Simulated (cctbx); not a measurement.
# Lattice, Laue class and space group of a new crystal

Cell: a = 5.6570 Å, b = 5.6570 Å, c = 5.6570 Å, α = 90.00°, β = 90.00°, γ = 90.00°. Expected content of the cell: Pt4 Si4 Mg4.

The data are simulated with cctbx, not measured: Cu Kα, λ = 1.54184 Å, to d = 0.83 Å, 70 % of the full sphere, strongest reflection 40000 counts, noise from counting, a 4 % proportional error and a noise floor of 2 counts (s.d.); no absorption.

A first pass over the reflections prints:

```text
952 reflections to d = 0.834 A
centring   violations  <I/sigma> of those
    A        483 of   491     23.3
    B        490 of   499     23.2
    C        477 of   486     23.3
    I        470 of   483     22.5
    R        620 of   629     23.0
    F        725 of   738     23.3
Laue class    unique    Rint  (classes that these axes allow; Friedel mates merged)
P -1              624   0.024
P 1 2/m 1         370   0.027
P 1 1 2/m         377   0.027
P 2/m 1 1         373   0.028
P m m m           228   0.030
P 4/m             192   0.039
P 4/m m m         129   0.040
R -3 :R           228   0.030
R -3 m :R         141   0.040
P m -3             78   0.033
P m -3 m           54   0.042
space group    extra absences  I>4sigma  <I/sigma>
P 4 3 2                 0          0         -  acentric
P 42 3 2               13          0       0.3  acentric
P -4 3 m                0          0         -  acentric
P m -3 m                0          0         -  centric
Wilson B = 1.12 A^2   <|E^2-1|> = 0.601 (0.968 centric, 0.736 acentric)   E^2>4: 0.0 %
shell (A)         n   <I/sigma>
 5.66 - 1.32     19     64.8
 1.32 - 1.05     13     77.1
 1.05 - 0.92     10     75.3
 0.92 - 0.83     12     94.5
```

**Question.** What are the lattice type, the Laue class and the likely space group?

Every centring test has many violations, so the lattice is primitive.

Rint stays low (0.024 to 0.042) up to P m -3 m, the highest class in these axes.

4 settings pass the absence test. The most absences obeyed, 13, belong to P 42 3 2 alone.

⟨|E²−1|⟩ = 0.601 leans to a non-centrosymmetric structure, or to twinning, which lowers it. The Wilson B of 1.12 Å² means U ≈ 0.0142 Å².

The true group is P2_13 (no. 198), Laue class m-3, non-centrosymmetric. It isn't in the list: the twinning raises the apparent Laue symmetry.

The crystal is twinned by the law (0 -1 0 -1 0 0 0 0 -1) with a minor fraction of 0.47; Rint in the higher class falls towards the noise as the fraction nears 1/2.

The model was made for the exercise: a known structure type with other elements put in, its volume estimated, not relaxed; displacement parameters are assumed.

[Logs are printed without paths, hosts, clocks, repeated set-up lines and the standing remarks that a program may print on its own settings, such as how far it seeks lower states.]
